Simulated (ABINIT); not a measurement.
Planning a run of ABINIT 10.8.3 on K2Pt (Fm-3m). The input:

```
acell 3*1.0 Angstrom
rprim 
  -0.000000000000 3.781463140000 3.781463140000
  3.781463140000 -0.000000000000 3.781463140000
  3.781463140000 3.781463140000 -0.000000000000
ntypat 2
znucl 19 78
natom 3
typat 1 1 2
xred 
  0.750000000000 0.750000000000 0.750000000000
  0.250000000000 0.250000000000 0.250000000000
  0.000000000000 0.000000000000 0.000000000000
pp_dirpath "pseudos"
pseudos "K.upf, Pt.upf"
ecut 20
ngkpt 6 6 6
nshiftk 1
shiftk 0 0 0
kptopt 1
chksymbreak 0
nband 23
occopt 1
tolvrs 1e-10
nstep 60
prtwf 0
optforces 0
optstress 0
indata_prefix "in"
outdata_prefix "out"
tmpdata_prefix "tmp"
```

```sh
OMP_NUM_THREADS=1 mpirun -n 4 abinit run.abi > log
```

**Question.** Estimate wall time and host memory on 4 MPI ranks of Arm Neoverse V1, shared host.

It took 21 s; on shared hardware allow 11 s to 42 s. Peak host memory was 0.32 GiB.

[Paths, hosts, dates, memory and timing lines, banners, echoed tables and standing remarks are left out of the program output.]

[Logs are printed without paths, hosts, clocks, repeated set-up lines and the standing remarks that a program may print on its own settings, such as how far it seeks lower states.]

[Runs of the session that timed out or met a known fault of the program may be left out.]

[Hosts, paths, dates, database ids (printed as entryN), source tags and the programs' standing remarks are cut or masked in the printed files.]

[G0W0 gaps are taken among the corrected bands and points alone; a level outside them can change the order at an edge.]

[Where Ansatz stands beside ABINIT at settings called matched, ABINIT's density can come from a denser mesh and the files from another edition; pairs whose starting gaps differed by over 0.03 eV were left out, so agreement reads better than it is.]
